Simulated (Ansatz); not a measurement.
# Sb (Pm-3m, 1 atom in the cell): a soft mode frozen in

Wanted: the energy along a soft mode of Sb (Pm-3m, 1 atom in the cell) and the structure at the end.

Main program and level: Ansatz 0.2.0; DFT PBEsol, scalar-relativistic, plane waves, norm-conserving pseudopotentials.

This is not the structure that Sb takes at ambient pressure (space group No. 166); it is a model or a phase of other conditions.

## 1. Starting point

The structure is cubic, space group Pm-3m (No. 221). The conventional cell has a = 3.060 Å, b = 3.060 Å, c = 3.060 Å, α = 90.00°, β = 90.00°, γ = 90.00°. Nearest to Sb lie 6 Sb at 3.06 Å.

## 2. Response at finite wavevector

Stability and thermal properties need the whole zone. Linear response on a 4×4×4 q mesh gives force constants as far as a supercell of that size would.

Contents of input.yaml:

```yaml
crystal:
  lattice:
    - [3.0602051925, 0.0, 0.0]
    - [0.0, 3.0602051925, 0.0]
    - [0.0, 0.0, 3.0602051925]
  atoms:
    - { symbol: Sb, position: [0.0, 0.0, 0.0] }
kpoints:
  mp_grid: { grid: [12, 12, 12] }
hamiltonian:
  xc: pbesol
  pseudopotentials: { kind: nc }
scf:
  occupations: { method: methfessel_paxton, width: 0.15 }
output:
  eigenvalues: true
phonons:
  method: dfpt
  qmesh: [4, 4, 4]
  temperatures: { t_max: 1000, t_step: 50 }
  qpath:
    path:
      - [[0.0, 0.0, 0.0], [0.0, 0.5, 0.0], [0.5, 0.5, 0.0], [0.0, 0.0, 0.0], [0.5, 0.5, 0.5], [0.0, 0.5, 0.0]]
      - [[0.5, 0.5, 0.5], [0.5, 0.5, 0.0]]
    npoints: 10
```

The run is started by

```console
$ ansatz run input.yaml --threads 4 --pin off --max-ram 7168MiB --backend cpu --events-out ev --progress --plain --runs-dir out
```

Log:

```text
Engine: ansatz 0.2.0, aarch64-unknown-linux-gnu
Pseudopotentials: kind: nc
Pseudopotential: Sb, nc, valence charge 15, recommended cutoff 1088.45545 eV (normal), Sb.nc.azcp (PseudoDojo's, or run here from an input of PseudoDojo's: the run reads no file of this project's for it)
Functional definition: PBEsol
  exchange = pbesol_x
  correlation = pbesol_c
Crystal: 1 atoms, lattice volume = 28.658 Å³
Basis set: ecut = 1088.45545 eV, 2325 PW (Γ), exchange–correlation on 72×72×72 points (8 copies of the dense FFT grid, shifted against one another)
Bands: 12, of which v1, the nominal top of the filled ones, is band 8 counted from 1 (7 counted from 0)
Symmetry: 48 space group operations
k-points: 84 of 1728
Non-local potential: Sb, projectors of the file, l = 0: 2, l = 1: 2, l = 2: 2, l = 3: 2
Initial density: superposition of atomic densities (chi_scale 0.1, normalization cell)
Initial wavefunctions: pseudopotential atomic-orbital guess
Functional: x = pbesol(κ = 0.804, μ = 0.123457), c = pbesol(β = 0.046)
SCF iter   1: F=—  HF=-2469.728739 eV  |F-HF|=—  |Δ(HF+E_count)|=         —  Δρ=1.25e-2  dr2=3.61e-2  ethr=3.10e-3  ⟨swp⟩=5.5  Hψ=6371  notcnv=0
preconditioner: auto → none  [metal: Δε(μ)=0.092 eV  Ē_g=12.394 eV  σ=0.150 eV  W_gap=0.47  n_scr=6 (ndim 8)  ℏωp=15.5 eV  f_vac=0.000  D(μ)=0.78/eV (n_scr^D=6)  sad-step TF]
SCF iter   2: F=—  HF=-2469.725874 eV  |F-HF|=—  |Δ(HF+E_count)|=   2.86e-3  S|Δr|=    0.00e0  Δρ=8.11e-3  dr2=1.49e-2  ethr=2.41e-4  ⟨swp⟩=1.2  Hψ=1695  notcnv=0
SCF iter   3: F=—  HF=-2469.724520 eV  |F-HF|=—  |Δ(HF+E_count)|=   1.35e-3  S|Δr|=    0.00e0  Δρ=4.75e-4  dr2=6.13e-5  ethr=9.95e-5  ⟨swp⟩=1.4  Hψ=1145  notcnv=0
SCF iter   4: F=—  HF=-2469.724575 eV  |F-HF|=—  |Δ(HF+E_count)|=   5.48e-5  S|Δr|=    0.00e0  Δρ=2.92e-4  dr2=8.60e-6  ethr=4.09e-7  ⟨swp⟩=2.0  Hψ=1608  notcnv=0
SCF iter   5: F=—  HF=-2469.724578 eV  |F-HF|=—  |Δ(HF+E_count)|=   2.51e-6  S|Δr|=    0.00e0  Δρ=7.45e-5  dr2=6.03e-7  ethr=5.73e-8  ⟨swp⟩=2.0  Hψ=1594  notcnv=0
SCF iter   6: F=—  HF=-2469.724585 eV  |F-HF|=—  |Δ(HF+E_count)|=   7.53e-6  S|Δr|=    0.00e0  Δρ=3.43e-5  dr2=1.17e-7  ethr=4.02e-9  ⟨swp⟩=2.1  Hψ=1556  notcnv=0
SCF iter   7: F=—  HF=-2469.724585 eV  |F-HF|=—  |Δ(HF+E_count)|=   5.43e-8  S|Δr|=    0.00e0  Δρ=4.54e-6  dr2=2.12e-9  ethr=7.80e-10  ⟨swp⟩=2.0  Hψ=1404  notcnv=0
SCF iter   8: F=—  HF=-2469.724585 eV  |F-HF|=—  |Δ(HF+E_count)|=   1.25e-9  S|Δr|=    0.00e0  Δρ=5.71e-7  dr2=4.33e-11  ethr=1.41e-11  ⟨swp⟩=2.0  Hψ=1495  notcnv=0
SCF iter   9: F=-2469.724585 eV  HF=-2469.724585 eV  |F-HF|=4.55e-13  |Δ(HF+E_count)|=  2.68e-11  S|Δr|=    0.00e0  Δρ=6.56e-8  dr2=3.70e-13  ethr=1.00e-12  ⟨swp⟩=8.3  Hψ=5586  notcnv=0
SCF 1 converged in 9 iterations: F = -2469.724585 eV  dr2 = 3.70e-13
NSCF: frozen V_eff on 84 k-points
WARN: eigensolver did not converge in 17 slots of this pass, the one above among them; of largest residual over every band (k=18): 1 band(s) unlocked (lowest unlocked band 11, counted from 0; max residual 5.70e-4 eV among the unlocked bands, 5.70e-4 eV over every band); of lowest unlocked band (k=3): band 11
NSCF: frozen V_eff on 196 k-points
DFPT response loops at q = (0, 0, 0) (fractional): preconditioner auto → Kerker (q_TF=auto, 2.449 Å⁻¹) (partly filled bands, converged f_vac=0.000); β = 1.00, the filter's whole step (`scf.mixing.beta` (0.50) is not read by the response loops under this deck's `scf.mixing.preconditioner`; to damp them name `kerker` or `kerker_dos`, under which they read `scf.mixing.beta`, and type it under 1.00, their step now; both keys bind the ground state too); Broyden in place of MSR1
NSCF: frozen V_eff on 1176 k-points
DFPT response loops at q = (0, 0, 0.25) (fractional): mixed as the last ones told, above
NSCF: frozen V_eff on 686 k-points
DFPT response loops at q = (0, 0, -0.5) (fractional): mixed as the last ones told, above
NSCF: frozen V_eff on 2016 k-points
DFPT response loops at q = (0, 0.25, 0.25) (fractional): mixed as the last ones told, above
NSCF: frozen V_eff on 1176 k-points
DFPT response loops at q = (0, 0.25, -0.5) (fractional): mixed as the last ones told, above
NSCF: frozen V_eff on 686 k-points
DFPT response loops at q = (0, -0.5, -0.5) (fractional): mixed as the last ones told, above
NSCF: frozen V_eff on 1872 k-points
DFPT response loops at q = (0.25, 0.25, 0.25) (fractional): mixed as the last ones told, above
NSCF: frozen V_eff on 2016 k-points
DFPT response loops at q = (0.25, 0.25, -0.5) (fractional): mixed as the last ones told, above
NSCF: frozen V_eff on 1176 k-points
DFPT response loops at q = (0.25, -0.5, -0.5) (fractional): mixed as the last ones told, above
NSCF: frozen V_eff on 392 k-points
DFPT response loops at q = (-0.5, -0.5, -0.5) (fractional): mixed as the last ones told, above
SCF converged after 9 iterations
Stability not checked: this state was not tested for a lower state beside it, because cold or Methfessel-Paxton smearing, or corrected tetrahedra, fill the levels in a way that the test cannot read (fill_not_monotonic; see scf.lower_state_search)
Free energy (F): -2469.724585 eV
Harris-Foulkes:  -2469.724585 eV  (|F-HF|=4.55e-13)
Internal energy: -2469.724077 eV  (E = F + TS)
E sigma→0 (E₀):  -2469.724458 eV
Entropy (-TS):   -0.000509 eV (-0.509 meV/atom)
Fermi energy:    10.999991 eV
--- Per-component energies (eV) ---
  E_band       = -153.486293
  E_kinetic    = 1449.385843
  E_local      = -1085.980896  (includes V_loc(G=0)·N_el)
  E_nonlocal   = -1299.900006
  E_hartree    = 580.027066
  E_xc         = -611.295115
  E_vxc        = -377.045359  (∫ρ·V_xc dr)
  E_ewald      = -1501.960969
  E_smearing   = -0.000509  (= −TS)
  E_closure    = 0.000000  (closes the sum)
  Σ components = -2469.724585   (vs F -2469.724585, Δ=0.00e0)
--- Band table (eV; the first three rows and the last of 84) ---
  k-point 0: bands = [... 4 lower, -18.0861, -1.8138, 14.2588, 14.2588, 14.2588, 18.1072, 18.1072, 19.2839]
  k-point 1: bands = [... 4 lower, -18.0858, -1.7089, 12.9941, 14.3634, 14.3634, 18.1939, 18.7728, 20.1459]
  k-point 2: bands = [... 4 lower, -18.0851, -1.3974, 10.8790, 14.6668, 14.6668, 18.4532, 19.1833, 22.6236]
  k-point 83: bands = [... 4 lower, -18.0015, 6.5597, 9.2180, 9.2180, 9.2180, 15.7282, 15.7282, 15.7282]
--- Phonons (Γ-DFPT): 1 representative perturbation + reference (Σ response iterations 3) ---
  ASR residual: 1.371e-4 → 0.000e0 eV/Å²; symmetrization residual: 8.132e-20 eV/Å²
  ASR residual per site (eV/Å²): 1.37e-4
  Γ frequencies (cm⁻¹): 0.00 0.00 0.00
--- Phonons (arbitrary-q DFPT): 10 irreducible q on the 4×4×4 mesh ---
  q = [0.0000, 0.0000, 0.0000] (star 1, of the zone-centre solve; hermiticity 1.61e-25, symmetrization 5.93e-16): 0.00 0.00 0.00
  q = [0.0000, 0.0000, 0.2500] (star 6, 2 solved perturbations in 924 linear systems a pass and spin channel, the states on 588 of 1728 k-point pairs; hermiticity 1.08e-12, symmetrization 3.49e-12, the responses' own estimated error 4.1e-4 eV/Å²): 29.91 29.91 96.38
  q = [0.0000, 0.0000, -0.5000] (star 3, 2 solved perturbations in 539 linear systems a pass and spin channel, the states on 343 of 1728 k-point pairs; hermiticity 2.43e-14, symmetrization 4.54e-12, the responses' own estimated error 3.5e-4 eV/Å²): 35.43 35.43 103.47
  q = [0.0000, 0.2500, 0.2500] (star 12, 2 solved perturbations in 1554 linear systems a pass and spin channel, the states on 1008 of 1728 k-point pairs; hermiticity 3.68e-14, symmetrization 4.10e-12, the responses' own estimated error 4.4e-4 eV/Å²): 43.04 99.03 117.86
  q = [0.0000, 0.2500, -0.5000] (star 12, 3 solved perturbations on 588 of 1728 k-point pairs; hermiticity 6.24e-14, symmetrization 3.07e-14, the responses' own estimated error 3.6e-4 eV/Å²): 46.79 86.09 109.39
  q = [0.0000, -0.5000, -0.5000] (star 3, 2 solved perturbations in 539 linear systems a pass and spin channel, the states on 343 of 1728 k-point pairs; hermiticity 2.64e-13, symmetrization 4.32e-12, the responses' own estimated error 3.5e-4 eV/Å²): 45.83 86.76 86.76
  q = [0.2500, 0.2500, 0.2500] (star 8, 1 solved perturbation on 936 of 1728 k-point pairs; hermiticity 1.35e-13, symmetrization 4.12e-12, the responses' own estimated error 4.4e-4 eV/Å²): 108.05 108.05 126.84
  q = [0.2500, 0.2500, -0.5000] (star 12, 2 solved perturbations in 1554 linear systems a pass and spin channel, the states on 1008 of 1728 k-point pairs; hermiticity 2.21e-14, symmetrization 2.62e-12, the responses' own estimated error 3.5e-4 eV/Å²): 74.43 105.99 115.65
  q = [0.2500, -0.5000, -0.5000] (star 6, 2 solved perturbations in 924 linear systems a pass and spin channel, the states on 588 of 1728 k-point pairs; hermiticity 3.15e-13, symmetrization 3.63e-12, the responses' own estimated error 3.5e-4 eV/Å²): 50.34 50.34 105.91
  q = [-0.5000, -0.5000, -0.5000] (star 1, 1 solved perturbation on 196 of 1728 k-point pairs; hermiticity 2.54e-13, symmetrization 4.39e-12, the responses' own estimated error 1.6e-4 eV/Å²): -131.65 -131.65 -131.65
  sum rule: each row above includes the acoustic sum rule's correction from the zone centre's row sums; it moved no ω² by more than (0.55 cm⁻¹)²
  mesh force constants: q→R imaginary residual 0.00e0; ASR residual 1.371e-4 → 0.000e0 eV/Å²; symmetrization residual 4.441e-15 eV/Å²
  interpolated dispersion: 62 rows × 3 modes
  density of states and harmonic sums: on the 20×20×20 q-mesh, interpolated from the force constants of a 4×4×4 supercell (no non-analytic term)
  largest difference from the sums on the solved wave vectors: F 1.57e-2 eV, S 1.66e-5 and C_V 3.01e-6 eV/K
  zero-point energy: 0.015460 eV/cell   skipped modes (ω ≤ 0): 54, of them read as no rigid motion or as one in doubt: 51 (1.031e-1 modes/cell left out, lowest -131.65 cm⁻¹)   left out of the sums: 3.45e-2 of the cell's modes: C_V's classical limit lies that fraction below 3 k_B per atom; for a crystal, a wire or a layer, F and S can be off by more, and a phonons.interpolated_qmesh denser along its periods is the remedy for the sampling
```

Elapsed: 2.6 min, on 4 threads of Arm Neoverse V2, shared host; peak memory 2.6 GiB; 10 min of CPU time.

The column dr2 measures how far the density is from self-consistency, as an energy; F and HF (Harris–Foulkes) agree once it is small.

Numbers from this step:

| Property | Result |
| --- | --- |
| volume per atom | 28.66 Å³ |
| gap on the k-mesh | 0 eV |
| sum-rule residual before enforcement | 1.37e-4 eV/Å² |
| lowest frequency on the path | -131.7 cm⁻¹ |
| highest frequency on path, mesh or solved points | 126.8 cm⁻¹ |
| lowest mode on the q mesh (acoustic modes at Γ apart) | -131.7 cm⁻¹ |

Frequencies (cm⁻¹) solved at each irreducible wavevector; negative means imaginary. Frequencies by wavevector, by row:

```tsv
q in reciprocal lattice units	star	mode 1	mode 2	mode 3
0 0 0	1	0	0	0
0 0 0.25	6	29.9	29.9	96.4
0 0 -0.5	3	35.4	35.4	103.5
0 0.25 0.25	12	43	99	117.9
0 0.25 -0.5	12	46.8	86.1	109.4
0 -0.5 -0.5	3	45.8	86.8	86.8
0.25 0.25 0.25	8	108	108	126.8
0.25 0.25 -0.5	12	74.4	106	115.7
0.25 -0.5 -0.5	6	50.3	50.3	105.9
-0.5 -0.5 -0.5	1	-131.7	-131.7	-131.7
```

Interpolated from a 4×4×4 q mesh. The phonon branches at the labelled points (cm⁻¹):

```tsv
point	branch 1	branch 2	branch 3
Γ	0	0	0
halfway	30	30	96
X	35	35	104
halfway	47	86	109
M	46	87	87
halfway	43	99	118
Γ	0	0	0
halfway	108	108	127
R	-132	-132	-132
halfway	74	106	116
X	35	35	104
jump to R	-132	-132	-132
halfway	50	50	106
M	46	87	87
```

The phonon branches as a text plot (rows in cm⁻¹):

```
    121 |                  ***         ****
    111 |           **    *   *         *          ***       *
    100 |   ****** *  *  *****       *** **        * * ***    *
     89 |         ********    **           *          *       ***
     78 |                            **    *        **      *  *
     68 |  *                   *    *             *    *
     57 |                       *                 **            *
     46 | *      *************  *   *                   *    *
     35 |   ******            *  * *                     *
     24 |* *                   *** *
     14 | *                      *
      3 |*                        *
     -8 |
    -19 |
    -29 |                                                  *
    -40 |                                   *     *         *
    -51 |                                   *
    -62 |
    -72 |                                        *
    -83 |                                                  *
    -94 |                                        *
   -105 |
   -116 |                                    *  *
   -126 |                                     ***         *
         Γ      X      M          Γ            R        X|R     M
```

Symmetry leaves 10 wavevectors to solve. The lowest mode among them, the acoustic zeros apart, lies at q = (-0.5, -0.5, -0.5) and is imaginary, 131.7i cm⁻¹, so the energy falls along it.

## 3. The mode frozen in, largest atomic shift 0 Å

The mode followed lies at q = (-0.5, -0.5, -0.5) with frequency 131.7i cm⁻¹ and is 3-fold degenerate, the softest among the wavevectors solved. At small amplitude the pattern taken leaves space group no. 166 by a symmetry search on the positions. The undistorted cell that holds it gives the zero of energy on the same k mesh.

System of this step: Sb. It takes space group Pm-3m (No. 221, cubic). Conventional cell: a = 3.060 Å, b = 3.060 Å, c = 3.060 Å, α = 90.00°, β = 90.00°, γ = 90.00°. Nearest to Sb lie 6 Sb at 3.06 Å.

input.yaml, the sections that differ from step 2:

```yaml
crystal:
  lattice:
    - [3.0602051925, 3.0602051925, 0.0]
    - [3.0602051925, 0.0, 3.0602051925]
    - [3.0602051925, 0.0, -3.0602051925]
  atoms:
    - { symbol: Sb, position: [0.0, 0.0, 0.0] }
    - { symbol: Sb, position: [0.0, 0.5, 0.5] }
output:
  forces: true
  stress: true
  eigenvalues: true
# kpoints, hamiltonian, scf: as in step 2
# phonons: removed
```

Log:

```text
[...]
Crystal: 2 atoms, lattice volume = 57.317 Å³
Basis set: ecut = 1088.45545 eV, 4645 PW (Γ), exchange–correlation on 96×96×96 points (8 copies of the dense FFT grid, shifted against one another)
Bands: 19, of which v1, the nominal top of the filled ones, is band 15 counted from 1 (14 counted from 0)
Symmetry: 96 space group operations
[...]
k-points: 72 of 1728
[...]
--- Band table (eV; the first three rows and the last of 72) ---
  k-point 0: bands = [... 11 lower, 6.5642, 9.2211, 9.2211, 9.2211, 14.2615, 14.2615, 14.2615, 15.7293]
  k-point 1: bands = [... 11 lower, 6.1224, 9.2355, 9.2355, 9.5028, 13.8922, 13.8922, 13.9961, 15.6049]
  k-point 2: bands = [... 11 lower, 5.1663, 9.2874, 9.2874, 9.9847, 13.1150, 13.1150, 13.3928, 15.6452]
  k-point 71: bands = [... 11 lower, 1.7077, 5.8923, 5.8923, 11.1373, 11.1373, 16.0484, 16.0484, 17.3022]
[key lines of the parts left out:]
SCF converged after 7 iterations
Free energy (F): -4939.477724 eV
Fermi energy:    10.922172 eV
P = ⅓ Tr σ = -0.0084 GPa (-0.084 kbar)
```

Run time: 2.8 s. Hardware: 4 threads; peak memory 0.56 GiB; 11 s of CPU time.

Read from the output:

* pressure: -0.008423 GPa
* energy from the undistorted cell: 0 meV/atom

The run ends at a pressure of -0.01 GPa.

## 4. The mode frozen in, largest atomic shift 0.14 Å

The atoms are moved along the unstable eigenvector, the largest shift by 0.14 Å, with the cell fixed.

input.yaml, the sections that differ from step 3:

```yaml
crystal:
  lattice:
    - [3.0602051925, 3.0602051925, 0.0]
    - [3.0602051925, 0.0, 3.0602051925]
    - [3.0602051925, 0.0, -3.0602051925]
  atoms:
    - { symbol: Sb, position: [-0.026412947, 0.0132064735, 0.0396194206] }
    - { symbol: Sb, position: [0.026412947, 0.4867935265, 0.4603805794] }
# kpoints, hamiltonian, scf, output: as in step 3
```

Log:

```text
[...]
Crystal: 2 atoms, lattice volume = 57.317 Å³
Basis set: ecut = 1088.45545 eV, 4645 PW (Γ), exchange–correlation on 96×96×96 points (8 copies of the dense FFT grid, shifted against one another)
Bands: 19, of which v1, the nominal top of the filled ones, is band 15 counted from 1 (14 counted from 0)
Symmetry: 12 space group operations
[...]
k-points: 189 of 1728
[...]
--- Band table (eV; the first three rows and the last of 189) ---
  k-point 0: bands = [... 11 lower, 6.6453, 9.1307, 9.1307, 9.4144, 13.6365, 14.1123, 14.1123, 15.9239]
  k-point 1: bands = [... 11 lower, 6.2292, 9.1419, 9.1419, 9.6508, 13.4989, 13.8034, 13.8034, 16.0221]
  k-point 2: bands = [... 11 lower, 5.3096, 9.1831, 9.1831, 10.0371, 13.1024, 13.1024, 13.1633, 15.8407]
  k-point 188: bands = [... 11 lower, 1.4541, 6.2308, 6.9849, 10.4072, 11.7318, 15.7898, 15.8452, 16.6460]
[key lines of the parts left out:]
SCF converged after 7 iterations
Free energy (F): -4939.511492 eV
Fermi energy:    11.017583 eV
P = ⅓ Tr σ = 1.9110 GPa (19.110 kbar)
```

It took 7.2 s on 4 threads; peak memory 0.82 GiB.

Numbers from this step:

```
pressure                         : 1.911 GPa
energy from the undistorted cell : -17.02 meV/atom
```

The energy, extrapolated to zero smearing, is -17.02 meV/atom against the undistorted cell.

The run ends at a pressure of 1.91 GPa, with forces up to 0.13 eV/Å.

## 5. Energy along the mode, all amplitudes (two of the runs are shown above)

An imaginary frequency means negative curvature, so the energy should fall and then rise again as anharmonic terms take over.

This step gave:

| Item | Value |
| --- | --- |
| depth at the lowest point sampled | 17.02 meV/atom |
| largest atomic shift at that point | 0.14 Å |

Energy from the parent against largest atomic shift:

```tsv
largest atomic shift (Å)	energy from the parent (meV/atom)
0.0000	0
0.0400	-2.77
0.0800	-11.9
0.1400	-17.0
0.2200	26.1
```

Displacement at unit largest shift by atom:

```tsv
atom	x (Å)	y (Å)	z (Å)	size
Sb1	0.577	-0.577	-0.577	0.999
Sb2	-0.577	0.577	0.577	0.999
```

The lowest step is at 0.14 Å, 17.0 meV/atom below the parent, and the energy rises beyond it.

(Continued in part 2 of 2.)

[Long decimals in the printed logs are rounded to 6 places.]

[Logs are printed without paths, hosts, clocks, repeated set-up lines and the standing remarks that a program may print on its own settings, such as how far it seeks lower states.]

[Hosts, paths, dates, database ids (printed as entryN), source tags and the programs' standing remarks are cut or masked in the printed files.]

[Where the starting crystal was built by hand or by swapping elements, it need not be the compound's stable phase.]
